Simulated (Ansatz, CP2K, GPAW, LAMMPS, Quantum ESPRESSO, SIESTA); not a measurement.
## Finding the fault: CP2K, liquid dimethyl sulfoxide spread through a cell built with a gap at 340 K (190 atoms)

Program: CP2K 2026.2, a calculation on a cell of 38 C, 19 S, 19 O and 114 H, 21.0 Å³ an atom.

input.inp

```
&GLOBAL
  PROJECT cell
  RUN_TYPE ENERGY_FORCE
  PRINT_LEVEL LOW
&END GLOBAL
&FORCE_EVAL
  METHOD QS
  &DFT
    BASIS_SET_FILE_NAME BASIS_MOLOPT
    POTENTIAL_FILE_NAME GTH_POTENTIALS
    &MGRID
      CUTOFF 600
      REL_CUTOFF 50
      NGRIDS 5
    &END MGRID
    &QS
      EPS_DEFAULT 1.0E-12
    &END QS
    &SCF
      SCF_GUESS ATOMIC
      EPS_SCF 1.0E-06
      MAX_SCF 60
      ADDED_MOS 23
      &DIAGONALIZATION
        ALGORITHM STANDARD
      &END DIAGONALIZATION
      &SMEAR ON
        METHOD FERMI_DIRAC
        ELECTRONIC_TEMPERATURE [K] 580
      &END SMEAR
      &MIXING
        METHOD BROYDEN_MIXING
        ALPHA 0.3
        NBROYDEN 8
      &END MIXING
      &PRINT
        &RESTART OFF
        &END RESTART
      &END PRINT
    &END SCF
    &XC
      &XC_FUNCTIONAL PBE
      &END XC_FUNCTIONAL
    &END XC
    &PRINT
      &MULLIKEN ON
      &END MULLIKEN
      &HIRSHFELD ON
        SHAPE_FUNCTION DENSITY
      &END HIRSHFELD
      &MO ON
        EIGENVALUES T
        OCCUPATION_NUMBERS T
        MO_INDEX_RANGE 236 259
        &EACH
          QS_SCF 0
        &END EACH
        ADD_LAST NUMERIC
      &END MO
    &END PRINT
  &END DFT
  &SUBSYS
    &CELL
      A 12.05035 0.00000 0.00000
      B 0.00000 12.05035 0.00000
      C 0.00000 0.00000 27.43201
    &END CELL
    &TOPOLOGY
      COORD_FILE_NAME structure.xyz
      COORD_FILE_FORMAT XYZ
    &END TOPOLOGY
    &KIND C
      BASIS_SET QZV3P-MOLOPT-GTH
      POTENTIAL GTH-PBE-q4
    &END KIND
    &KIND S
      BASIS_SET DZVP-MOLOPT-SR-GTH-q6
      POTENTIAL GTH-PBE-q6
    &END KIND
    &KIND O
      BASIS_SET DZVP-MOLOPT-SR-GTH-q6
      POTENTIAL GTH-PBE-q6
    &END KIND
    &KIND H
      BASIS_SET DZVP-MOLOPT-SR-GTH-q1
      POTENTIAL GTH-PBE-q1
    &END KIND
  &END SUBSYS
  &PRINT
    &FORCES ON
    &END FORCES
  &END PRINT
&END FORCE_EVAL
```

structure.xyz

```xyz
190

C 7.34300 9.87466 19.25014
S 7.61004 11.47073 18.31800
C 6.78411 11.03077 16.86602
O 9.05174 11.49712 17.96742
H 7.75982 9.02125 18.55035
H 6.26642 9.68354 19.48194
H 8.01830 9.76030 20.11864
H 7.30191 10.31293 16.30696
H 6.62769 12.02950 16.30998
H 5.81152 10.55394 17.25199
[... 176 atom lines left out ...]
H 4.39814 10.66348 11.38264
H 8.57479 11.44434 10.30758
H 7.35674 11.46482 8.92226
H 7.43037 10.09988 9.94849
```

The run is started by

```
OMP_NUM_THREADS=2 cp2k.psmp -i input.inp > output.txt
```

The log of the run:

```text
CP2K| version string:                                       CP2K version 2026.2
 CP2K| Input file name                                                 input.inp
 GLOBAL| Basis set file name                                        BASIS_MOLOPT
 GLOBAL| Potential file name                                      GTH_POTENTIALS
 GLOBAL| Run type                                                   ENERGY_FORCE
 GLOBAL| Total number of message passing processes                             1
 GLOBAL| Number of threads for this process                                    2
 *   ___                                                                       *
 *  /   \                                                                      *
 * [ABORT]                                                                     *
 *  \___/   The requested basis set <QZV3P-MOLOPT-GTH> for element <C> was not *
 *    |                 found in the basis set files <BASIS_MOLOPT>            *
 *  O/|                                                                        *
 * /| |                                                                        *
```

It took 0.69 s on 2 threads of Arm Neoverse V1, shared host; peak memory 0.25 GiB.

Banners, paths, timers and routine set-up lines are dropped from the logs unmarked, and long logs keep their key lines alone; longer cuts are marked.

**Question.** Which part of the input is at fault, and how is it mended?

A basis that the file lacks: basis QZV3P-MOLOPT-GTH for C. Mend: name a basis that the basis file holds for this element.

The program stopped at the start.

[Also dropped from logs without a mark: logging warnings of Python, and SIESTA's first energy breakdown and zero terms.]

[Logs are printed without paths, hosts, clocks, repeated set-up lines and the standing remarks that a program may print on its own settings, such as how far it seeks lower states.]

[Hosts, paths, dates, database ids (printed as entryN), source tags and the programs' standing remarks are cut or masked in the printed files.]
